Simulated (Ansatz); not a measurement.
# BiP (model cell, started as zinc blende): phonons and vibrational spectra

Task: relax BiP (model cell, started as zinc blende), then find its harmonic phonons.

Main program and level: Ansatz 0.2.0; DFT r2SCAN, scalar-relativistic, plane waves, PAW.

The structure was built from a prototype and need not be the compound's stable phase.

## Step 1: Set-up

The structure is cubic, space group F-43m (No. 216). The conventional cell has a = 6.469 Å, b = 6.469 Å, c = 6.469 Å, α = 90.00°, β = 90.00°, γ = 90.00°. Bi has 4 P at 2.80 Å nearest. P has 4 Bi at 2.80 Å nearest. Farther neighbours are not listed.

Structure file:

```cif
data_structure
_symmetry_space_group_name_H-M 'P 1'
_symmetry_Int_Tables_number 1
_cell_length_a 4.5743
_cell_length_b 4.5743
_cell_length_c 4.5743
_cell_angle_alpha 60.000
_cell_angle_beta 60.000
_cell_angle_gamma 60.000
_cell_volume 67.68
loop_
_atom_site_label
_atom_site_type_symbol
_atom_site_fract_x
_atom_site_fract_y
_atom_site_fract_z
_atom_site_occupancy
Bi1 Bi 0.00000 0.00000 0.00000 1
P2 P 0.25000 0.25000 0.25000 1
```

## Step 2: Bringing the structure to rest

The cell and atoms are relaxed, since residual forces and stress would shift the frequencies.

The input, input.yaml:

```yaml
crystal:
  lattice:
    - [0.0, 3.23455, 3.23455]
    - [3.23455, 0.0, 3.23455]
    - [3.23455, 3.23455, 0.0]
  atoms:
    - { symbol: Bi, position: [0.0, 0.0, 0.0] }
    - { symbol: P, position: [0.25, 0.25, 0.25] }
kpoints:
  mp_grid: { grid: [12, 12, 12] }
hamiltonian:
  xc: r2scan
scf:
  occupations: { method: gaussian, width: 0.1 }
output:
  forces: true
  stress: true
  eigenvalues: true
relax:
  adjacent_minimum: "off"
  f_tol: 0.005
  max_steps: 80
  cell: { stress_tol: 0.05 }
```

Started as:

```console
> ansatz run input.yaml --threads 4 --pin off --max-ram 7168MiB --backend cpu --events-out ev --progress --plain --runs-dir out
```

Numbers of over 12 decimals in the logs are rounded to 6 here.

Log:

```text
Engine: ansatz 0.2.0, aarch64-unknown-linux-gnu
Pseudopotentials: kind: paw
Pseudopotential: Bi, paw, valence charge 15, recommended cutoff 500 eV (meta_gga), Bi.paw.azcp
Pseudopotential: P, paw, valence charge 5, recommended cutoff 500 eV (meta_gga), P.paw.azcp
Functional definition: r2SCAN
  parameter k0 = 0.174
  parameter k1 = 0.065
  parameter a1 = 4.9479
  exchange = r2scan_x(k0 = k0, k1 = k1, a1 = a1)
  correlation = r2scan_c
Crystal: 2 atoms, lattice volume = 67.682 Å³
Basis set: ecut = 500 eV, 1759 PW (Γ), exchange–correlation on 144×144×144 points (64 copies of the dense FFT grid, shifted against one another)
Bands: 14, of which v1, the nominal top of the filled ones, is band 10 counted from 1 (9 counted from 0)
Symmetry: 24 space group operations
Space group: F-43m (ITA 216), of the structure as read, at distance tolerance 4.1e-5 Å
k-points: 72 of 1728 (time reversal used)
Non-local potential: Bi, projectors of the file, l = 0: 2, l = 1: 2, l = 2: 2, l = 3: 2
Non-local potential: P, projectors of the file, l = 0: 2, l = 1: 2, l = 2: 2
PAW form: soft (Blöchl's): semilocal exchange-correlation on the pseudo side does not see the compensation charge
PAW frozen core: Bi, regenerated for the run's functional (the file was generated under x = pbe(κ = 0.804, μ = 0.219515), c = pbe(β = 0.066725))
PAW frozen core: P, regenerated for the run's functional (the file was generated under x = pbe(κ = 0.804, μ = 0.219515), c = pbe(β = 0.066725))
PAW one-centre angular grid: Bi, 590 points (default); XC on 160 Gauss nodes
PAW one-centre angular grid: P, 302 points (default); XC on 160 Gauss nodes
Initial density: superposition of atomic densities (neutral atoms: chi_scale 0, normalization atom), corrected by the library's trained network
Initial wavefunctions: pseudopotential atomic-orbital guess
Functional: x = r2scan, c = r2scan; τ floored in thin density (d = 2e-4 eV/Å³)
SCF iter   1: F=—  HF=-13169.389659 eV  |F-HF|=—  |Δ(HF+E_count)|=         —  Δρ=2.89e-3  dr2=4.71e-3  dr2_τ=2.60e-3  ethr=1.77e-3  ⟨swp⟩=5.8  Hψ=6194  notcnv=0
preconditioner: auto → Kerker (q_TF=auto, 2.227 Å⁻¹)  [metal: Δε(μ)=0.045 eV  Ē_g=9.303 eV  σ=0.100 eV  W_gap=0.25  n_scr=14 (ndim 8)  ℏωp=14.3 eV  f_vac=0.026  D(μ)=1.02/eV (n_scr^D=0)]
SCF iter   2: F=—  HF=-13169.393533 eV  |F-HF|=—  |Δ(HF+E_count)|=   3.87e-3  Δρ=1.71e-3  dr2=1.81e-3  dr2_τ=7.66e-5  ethr=2.35e-5  ⟨swp⟩=2.7  Hψ=2460  notcnv=0
SCF iter   3: F=—  HF=-13169.393667 eV  |F-HF|=—  |Δ(HF+E_count)|=   1.34e-4  Δρ=2.72e-4  dr2=9.64e-5  dr2_τ=2.40e-6  ethr=9.04e-6  ⟨swp⟩=2.2  Hψ=1433  notcnv=0
SCF iter   4: F=—  HF=-13169.393694 eV  |F-HF|=—  |Δ(HF+E_count)|=   2.68e-5  Δρ=1.16e-4  dr2=1.47e-5  dr2_τ=1.75e-7  ethr=4.82e-7  ⟨swp⟩=2.2  Hψ=1332  notcnv=0
SCF iter   5: F=—  HF=-13169.393699 eV  |F-HF|=—  |Δ(HF+E_count)|=   5.19e-6  Δρ=3.28e-5  dr2=1.51e-6  dr2_τ=4.29e-8  ethr=7.35e-8  ⟨swp⟩=2.0  Hψ=1302  notcnv=0
SCF iter   6: F=—  HF=-13169.393699 eV  |F-HF|=—  |Δ(HF+E_count)|=   6.00e-8  Δρ=1.33e-5  dr2=1.76e-7  dr2_τ=8.86e-9  ethr=7.54e-9  ⟨swp⟩=2.0  Hψ=1277  notcnv=0
SCF iter   7: F=-13169.393699 eV  HF=-13169.393699 eV  |F-HF|=9.27e-9  |Δ(HF+E_count)|=   7.66e-8  Δρ=3.67e-6  dr2=9.02e-9  dr2_τ=4.74e-10  ethr=5.00e-10  ⟨swp⟩=7.3  Hψ=5369  notcnv=0
SCF 1 converged in 7 iterations: F = -13169.393699 eV  dr2 = 9.02e-9
  greatest PAW one-centre occupation: 0.986 electrons in one spin orbital (limit 2), on the Bi atom at site 0 (counted from 0), in its partial waves of l = 2
relax step   1: F+E_penalty+E_count = -13169.39369896 eV  Δ(F+E_penalty+E_count) = +0.000e0 eV  max|allowed force component| = 1.369e-15 eV/Å  Δτ_max = 0.0000 Å  P = -0.099 GPa  Ω = 67.682 Å³  (7 SCF iters, dr2 threshold 1.00e-7 eV, accepted)
Crystal: 2 atoms, lattice volume = 67.444 Å³
Basis set: ecut = 500 eV, 1687 PW (Γ), exchange–correlation on 144×144×144 points (64 copies of the dense FFT grid, shifted against one another)
Initial density: handed on by an earlier stage of this run
Initial wavefunctions: those handed on with the density
iter 1 solved again at ethr=7.48e-8 eV; its pass at ethr=3.10e-3 eV (dr2=1.50e-5 eV) is discarded
SCF iter   1: F=—  HF=-13169.393511 eV  |F-HF|=—  |Δ(HF+E_count)|=         —  Δρ=6.23e-5  dr2=4.82e-6  dr2_τ=8.05e-5  ethr=7.48e-8  ⟨swp⟩=3.1  Hψ=7190  notcnv=0
preconditioner: auto → Kerker (q_TF=auto, 2.228 Å⁻¹)  [metal: Δε(μ)=0.029 eV  Ē_g=9.303 eV  σ=0.100 eV  W_gap=0.16  n_scr=14 (ndim 8)  ℏωp=14.3 eV  f_vac=0.032  D(μ)=0.98/eV (n_scr^D=0)]
SCF iter   2: F=—  HF=-13169.393756 eV  |F-HF|=—  |Δ(HF+E_count)|=   2.44e-4  Δρ=8.56e-5  dr2=1.25e-5  dr2_τ=2.65e-7  ethr=2.41e-8  ⟨swp⟩=3.1  Hψ=1874  notcnv=0  recentre
SCF iter   3: F=—  HF=-13169.393754 eV  |F-HF|=—  |Δ(HF+E_count)|=   1.22e-6  Δρ=6.07e-5  dr2=6.36e-6  dr2_τ=3.18e-8  ethr=2.41e-8  ⟨swp⟩=1.0  Hψ=1014  notcnv=0
SCF iter   4: F=—  HF=-13169.393753 eV  |F-HF|=—  |Δ(HF+E_count)|=   8.13e-7  Δρ=2.25e-5  dr2=9.05e-7  dr2_τ=9.48e-9  ethr=2.41e-8  ⟨swp⟩=2.0  Hψ=1149  notcnv=0
SCF iter   5: F=—  HF=-13169.393753 eV  |F-HF|=—  |Δ(HF+E_count)|=   1.53e-7  Δρ=1.28e-5  dr2=2.45e-7  dr2_τ=3.12e-9  ethr=4.52e-9  ⟨swp⟩=2.0  Hψ=1305  notcnv=0
SCF iter   6: F=—  HF=-13169.393753 eV  |F-HF|=—  |Δ(HF+E_count)|=   9.86e-9  Δρ=1.20e-5  dr2=2.20e-7  dr2_τ=1.09e-9  ethr=1.22e-9  ⟨swp⟩=1.0  Hψ=1008  notcnv=0
SCF iter   7: F=—  HF=-13169.393753 eV  |F-HF|=—  |Δ(HF+E_count)|=   2.26e-8  Δρ=6.93e-6  dr2=7.75e-8  dr2_τ=4.48e-10  ethr=1.10e-9  ⟨swp⟩=1.1  Hψ=1014  notcnv=0
SCF iter   8: F=-13169.393753 eV  HF=-13169.393753 eV  |F-HF|=1.16e-8  |Δ(HF+E_count)|=   1.24e-8  Δρ=3.33e-6  dr2=1.80e-8  dr2_τ=1.36e-10  ethr=1.23e-10  ⟨swp⟩=5.3  Hψ=5032  notcnv=0
SCF 2 converged in 8 iterations: F = -13169.393753 eV  dr2 = 1.80e-8
relax step   2: F+E_penalty+E_count = -13169.39375329 eV  Δ(F+E_penalty+E_count) = -5.433e-5 eV  max|allowed force component| = 1.425e-15 eV/Å  Δτ_max = 0.0000 Å  P = +0.061 GPa  Ω = 67.444 Å³  energy of the carried Pulay correction = +2.607e-5 eV  (8 SCF iters, dr2 threshold 2.46e-8 eV, accepted)
Crystal: 2 atoms, lattice volume = 67.535 Å³
iter 1 solved again at ethr=1.00e-8 eV; its pass at ethr=3.10e-3 eV (dr2=2.01e-6 eV) is discarded
SCF iter   1: F=—  HF=-13169.393725 eV  |F-HF|=—  |Δ(HF+E_count)|=         —  Δρ=2.23e-5  dr2=6.21e-7  dr2_τ=1.18e-5  ethr=1.00e-8  ⟨swp⟩=3.3  Hψ=7278  notcnv=0
preconditioner: auto → Kerker (q_TF=auto, 2.227 Å⁻¹)  [metal: Δε(μ)=0.033 eV  Ē_g=9.293 eV  σ=0.100 eV  W_gap=0.18  n_scr=14 (ndim 8)  ℏωp=14.3 eV  f_vac=0.033  D(μ)=0.99/eV (n_scr^D=0)]
SCF iter   2: F=—  HF=-13169.393761 eV  |F-HF|=—  |Δ(HF+E_count)|=   3.64e-5  Δρ=3.46e-5  dr2=2.03e-6  dr2_τ=3.68e-8  ethr=3.11e-9  ⟨swp⟩=3.1  Hψ=1902  notcnv=0  recentre
SCF iter   3: F=—  HF=-13169.393761 eV  |F-HF|=—  |Δ(HF+E_count)|=   1.69e-7  Δρ=2.61e-5  dr2=1.17e-6  dr2_τ=7.48e-9  ethr=3.11e-9  ⟨swp⟩=1.0  Hψ=1009  notcnv=0
SCF iter   4: F=—  HF=-13169.393761 eV  |F-HF|=—  |Δ(HF+E_count)|=   1.61e-7  Δρ=7.68e-6  dr2=1.09e-7  dr2_τ=7.91e-10  ethr=3.11e-9  ⟨swp⟩=2.1  Hψ=1285  notcnv=0
SCF iter   5: F=—  HF=-13169.393761 eV  |F-HF|=—  |Δ(HF+E_count)|=   1.54e-8  Δρ=4.29e-6  dr2=2.75e-8  dr2_τ=3.76e-10  ethr=5.45e-10  ⟨swp⟩=2.0  Hψ=1306  notcnv=0
SCF iter   6: F=—  HF=-13169.393761 eV  |F-HF|=—  |Δ(HF+E_count)|=   2.83e-9  Δρ=3.58e-6  dr2=1.92e-8  dr2_τ=1.03e-10  ethr=1.37e-10  ⟨swp⟩=1.3  Hψ=1034  notcnv=0
SCF iter   7: F=-13169.393761 eV  HF=-13169.393761 eV  |F-HF|=4.44e-9  |Δ(HF+E_count)|=   2.05e-9  Δρ=2.05e-6  dr2=6.77e-9  dr2_τ=4.27e-11  ethr=4.71e-11  ⟨swp⟩=4.8  Hψ=4494  notcnv=0
SCF 3 converged in 7 iterations: F = -13169.393761 eV  dr2 = 6.77e-9
relax step   3: F+E_penalty+E_count = -13169.39376068 eV  Δ(F+E_penalty+E_count) = -7.396e-6 eV  max|allowed force component| = 1.240e-15 eV/Å  Δτ_max = 0.0000 Å  P = -0.000 GPa  Ω = 67.535 Å³  energy of the carried Pulay correction = +1.611e-5 eV  (7 SCF iters, dr2 threshold 9.43e-9 eV, accepted)
Initial wavefunctions: pseudopotential atomic-orbital guess (no wavefunctions were taken with the density)
iter 1 solved again at ethr=4.88e-8 eV; its pass at ethr=3.10e-3 eV (dr2=9.77e-6 eV) is discarded
SCF iter   1: F=—  HF=-13169.393741 eV  |F-HF|=—  |Δ(HF+E_count)|=         —  Δρ=2.82e-6  dr2=6.71e-9  dr2_τ=2.74e-9  ethr=4.88e-8  ⟨swp⟩=5.0  Hψ=9814  notcnv=0
preconditioner: auto → Kerker (q_TF=auto, 2.227 Å⁻¹)  [metal: Δε(μ)=0.033 eV  Ē_g=9.294 eV  σ=0.100 eV  W_gap=0.18  n_scr=14 (ndim 8)  ℏωp=14.3 eV  f_vac=0.034  D(μ)=0.99/eV (n_scr^D=0)]
SCF iter   2: F=—  HF=-13169.393744 eV  |F-HF|=—  |Δ(HF+E_count)|=   2.77e-6  Δρ=1.39e-6  dr2=1.42e-9  dr2_τ=8.84e-11  ethr=3.36e-11  ⟨swp⟩=3.4  Hψ=2084  notcnv=0
SCF iter   3: F=—  HF=-13169.393744 eV  |F-HF|=—  |Δ(HF+E_count)|=  3.22e-10  Δρ=2.60e-7  dr2=4.00e-11  dr2_τ=3.74e-12  ethr=7.12e-12  ⟨swp⟩=2.1  Hψ=1310  notcnv=0
SCF iter   4: F=-13169.393744 eV  HF=-13169.393744 eV  |F-HF|=0.00e0  |Δ(HF+E_count)|=  2.55e-11  Δρ=6.03e-8  dr2=4.10e-12  dr2_τ=2.66e-13  ethr=1.00e-12  ⟨swp⟩=9.5  Hψ=6401  notcnv=0
SCF 4 converged in 4 iterations: F = -13169.393744 eV  dr2 = 4.10e-12
relax step   4: F+E_penalty+E_count = -13169.39374408 eV  Δ(F+E_penalty+E_count) = +1.661e-5 eV  max|allowed force component| = 1.092e-15 eV/Å  Δτ_max = 0.0000 Å  P = -0.000 GPa  Ω = 67.535 Å³  stress off target by 3.09e-4 GPa  SCF on the basis re-selected at this cell (its energy is not comparable with the rows above)  (4 SCF iters)
basis re-selected at this cell: Δ(F+E_penalty+E_count) = +1.661e-5 eV, ΔP = -0.000 GPa vs the last step (what re-selecting the basis moved, of the pressure what is left beyond the Pulay correction that the steps carried, after the strain that the cell walked since its last selection, with what the two solves' SCF thresholds leave and, on support functions, any second-order correction that the steps lacked; it is no m [...]
SCF converged after 4 iterations
Free energy (F): -13169.393744 eV
Harris-Foulkes:  -13169.393744 eV  (|F-HF|=0.00e0)
Internal energy: -13169.388816 eV  (E = F + TS)
E sigma→0 (E₀):  -13169.391280 eV
Entropy (-TS):   -0.004928 eV (-2.464 meV/atom)
Fermi energy:    6.404504 eV
--- Per-component energies (eV) ---
  E_band       = -170.702456
  E_kinetic    = 367.887558
  E_local      = -1897.330762  (includes V_loc(G=0)·N_el)
  E_nonlocal   = 595.588918
  E_hartree    = 635.989926
  E_xc         = -197.873819
  E_vxc        = -219.885152  (∫ρ·V_xc dr)
  E_paw        = -11263.847957  (= ΣΔE_a)
  E_vpaw       = -302.887726  (= ΣTr[D̂ρ^β])
  E_aug_tail   = -0.000264  (compensation charges beyond the density's cutoff)
  E_vtau       = 13.945077  (kinetic-family band-sum trace: ∫τ·v_τ [+ j·A + Jᵃ·Aᵃ] dr)
  E_ewald      = -1410.587121
  E_core_change = 0.784705  (= ΣΔE_core)
  E_smearing   = -0.004928  (= −TS)
  E_closure    = -0.000000  (closes the sum)
  Σ components = -13169.393744   (vs F -13169.393744, Δ=0.00e0)
--- Forces (eV/Å), atoms counted from 1 ---
  atom   1  Bi    -0.00000000     0.00000000     0.00000000
  atom   2  P      0.00000000    -0.00000000    -0.00000000
  max |Σ_I F_I| component: 5.18e-16 eV/Å
--- Stress (GPa, compression-positive) ---
       -0.000309      -0.000000      -0.000000
       -0.000000      -0.000309      -0.000000
       -0.000000       0.000000      -0.000309
  P = ⅓ Tr σ = -0.0003 GPa (-0.003 kbar)
--- Band table (eV; the first three rows and the last of 72) ---
  k-point 0: bands = [... 6 lower, 0.1115, 4.4415, 4.4415, 4.4415, 7.2941, 7.2941, 7.2941, 10.8994]
  k-point 1: bands = [... 6 lower, -0.1201, 4.3545, 4.3545, 4.4412, 7.3900, 7.4188, 7.4188, 11.2252]
  k-point 2: bands = [... 6 lower, -0.7079, 4.1474, 4.1474, 4.3612, 7.7187, 7.7187, 7.7829, 11.9730]
  k-point 71: bands = [... 6 lower, -4.0967, 2.1264, 2.1957, 6.7763, 8.0491, 8.9118, 10.1329, 12.7454]
--- Relaxed structure (3 steps of the walk, 3 accepted, 1 SCFs on fresh bases) ---
  F+E_penalty+E_count = -13169.39374408 eV   max|allowed force component| = 1.092e-15 eV/Å   (the final SCF, on the basis selected at the relaxed cell)
  cell:  # Å, volume = 67.5348 Å³
    - [0, 3.232207, 3.232207]
    - [3.232207, 0, 3.232207]
    - [3.232207, 3.232207, 0]
  atoms:
    - { symbol: Bi, position: [0, 0, 0] }
    - { symbol: P, position: [0.25, 0.25, 0.25] }
```

Wall time 17 s (4 threads of Arm Neoverse V2, shared host); peak memory 0.69 GiB; 63 s of CPU time.

Little changed from the start: no atom moved by 0.005 Å and no cell edge by 0.1 %.

This step gave:

* pressure: -3.09e-4 GPa
* volume per atom: 33.77 Å³
* gap on the k-mesh: 0 eV

In this step the volume went from 33.84 to 33.77 Å³/atom.

## Step 3: Tight relaxation

Phonons need a cell at rest on their own settings, so the relaxation is repeated with tight tolerances on forces and stress on the k mesh and occupations of the first response run.

The input, input.yaml:

```yaml
crystal:
  lattice:
    - [0.0, 3.2322066272, 3.2322066272]
    - [3.2322066272, 0.0, 3.2322066272]
    - [3.2322066272, 3.2322066272, 0.0]
  atoms:
    - { symbol: Bi, position: [0.0, 0.0, 0.0] }
    - { symbol: P, position: [0.25, 0.25, 0.25] }
kpoints:
  mp_grid: { grid: [12, 12, 12] }
hamiltonian:
  xc: r2scan
scf:
  occupations: { method: methfessel_paxton, width: 0.2 }
output:
  forces: true
  stress: true
  eigenvalues: true
  write_density: true
  write_potential: true
  elf: true
  volumetric_format: npy
relax:
  adjacent_minimum: "off"
  f_tol: 0.001
  max_steps: 60
  cell: { stress_tol: 0.01 }
```

Log:

```text
[...]
Crystal: 2 atoms, lattice volume = 67.535 Å³
Basis set: ecut = 500 eV, 1687 PW (Γ), exchange–correlation on 144×144×144 points (64 copies of the dense FFT grid, shifted against one another)
Bands: 14, of which v1, the nominal top of the filled ones, is band 10 counted from 1 (9 counted from 0)
Symmetry: 24 space group operations
[...]
k-point 71: bands = [... 6 lower, -4.0964, 2.1252, 2.1946, 6.7738, 8.0444, 8.9089, 10.1287, 12.7415]
--- Relaxed structure (3 steps of the walk, 3 accepted, 1 SCFs on fresh bases) ---
[...]
cell:  # Å, volume = 67.5602 Å³
    - [0, 3.232612, 3.232612]
    - [3.232612, 0, 3.232612]
    - [3.232612, 3.232612, 0]
  atoms:
    - { symbol: Bi, position: [0, 0, 0] }
    - { symbol: P, position: [0.25, 0.25, 0.25] }
[key lines of the parts left out:]
SCF converged after 5 iterations
Free energy (F): -13169.392036 eV
Fermi energy:    6.391544 eV
P = ⅓ Tr σ = 0.0000 GPa (0.000 kbar)
```

The job ended after 18 s (4 threads; peak memory 0.71 GiB).

Little changed from the start: no atom moved by 0.005 Å and no cell edge by 0.1 %.

Numbers from this step:

```yaml
pressure: 4.60e-5 GPa
volume_per_atom: 33.78 Å³
```

Valence density in the ac plane of a cell with a along [110], b along [-110] and c along [001] of the cube at fractional y = 0.500, with atoms of Bi and P within 0.2 Å of it. It is the smooth field of the valence electrons, not physical close to the nuclei.

Ten steps, logarithmic in the rise over the least value, from '_' (0.0 e/Å³) to '@' (7.4 e/Å³), each cell a mean:
```
____________________________________________________
____________________________________________________
____________________________________________________
____________________________________________________
________..........________________..........________
______..::------::..____________..::------::..______
____..::==++****++--..________..::==++****++--..____
____..--**%%@@%%##==::..______..--**%%@@%%##==::..__
....::==##@@@@@@%%++--........::==##@@@@@@%%++--....
::::::==**%%@@@@%%++--::::::::::==**%%@@@@%%++--::::
==------++##%%%%**==----====------++##%%%%**==----==
======----==++++==--============----==++++==--======
--====--::::::::::--====----====--::::::::::--====--
..====--::........::====--..====--::........::====--
======::..______..::--==========::..______..::--====
====--::..________..::--======--::..________..::--==
--::::..____________..::----::::..____________..::--
......________________..........________________....
```
Columns run along a (9.1 Å), rows up along c (6.5 Å), edges of the conventional cell, whose origin can differ from the input's. Atoms in or near the plane, at fractional coordinates: Bi at (0.75, 0.50), Bi at (0.25, 0.50), P at (0.50, 0.25), P at (0.00, 0.25).

ELF in the ac plane of a cell with a along [110], b along [-110] and c along [001] of the cube at fractional y = 0.500, with atoms of Bi and P within 0.2 Å of it. It is the smooth field of the valence electrons, not physical close to the nuclei.

Ten even steps from '0' (0.01) to '9' (0.84), each cell a mean:
```
11000000000111100000000011
00000000000000000000000000
00000000000000000000000000
00000011000000000001100000
00011222210000001122221000
00123444431000012344443100
00245545543100024554554310
11345322454111134532245411
32344211354223234421135422
65444211344566544421134456
99754434446899975443444689
79964444458987996444445898
16984333469921698433346992
03985212379700398521237970
37984101268853798410126885
99863100257999986310025799
87641000025788764100002578
54310000012455431000001245
```
Columns run along a (9.1 Å), rows up along c (6.5 Å), edges of the conventional cell, whose origin can differ from the input's. Atoms in or near the plane, at fractional coordinates: Bi at (0.75, 0.50), Bi at (0.25, 0.50), P at (0.50, 0.25), P at (0.00, 0.25).

Electrostatic potential energy in the ac plane of a cell with a along [110], b along [-110] and c along [001] of the cube at fractional y = 0.500, with atoms of Bi and P within 0.2 Å of it. With pseudopotentials it is smooth inside the atoms' cores, unlike the true potential.

Ten even steps from '0' (-75 eV) to '9' (11 eV), each cell a mean:
```
99999999999999999999999999
99999999999999999999999999
99999999999999999999999999
99999999999999999999999999
99999999999999999999999999
99999888999999999988899999
99998655789999999865578999
99986200479999998620047999
99984000279999998400027999
99985000279999998500027999
89987422689988998742268998
56898777899755689877789975
13799999998521379999999852
02799999998410279999999841
24899999998632489999999863
78999999999877899999999987
99999999999999999999999999
99999999999999999999999999
```
Columns run along a (9.1 Å; values clipped at the 3rd and 97th percentile), rows up along c (6.5 Å), edges of the conventional cell, whose origin can differ from the input's. Atoms in or near the plane, at fractional coordinates: Bi at (0.75, 0.50), Bi at (0.25, 0.50), P at (0.50, 0.25), P at (0.00, 0.25).

The forces vanish by symmetry and the pressure is 0.000 GPa, within the tolerances set. The cell now holds 33.78 Å³/atom.

(Part 1 of 2 ends here.)

[Logs are printed without paths, hosts, clocks, repeated set-up lines and the standing remarks that a program may print on its own settings, such as how far it seeks lower states.]

[Hosts, paths, dates, database ids (printed as entryN), source tags and the programs' standing remarks are cut or masked in the printed files.]
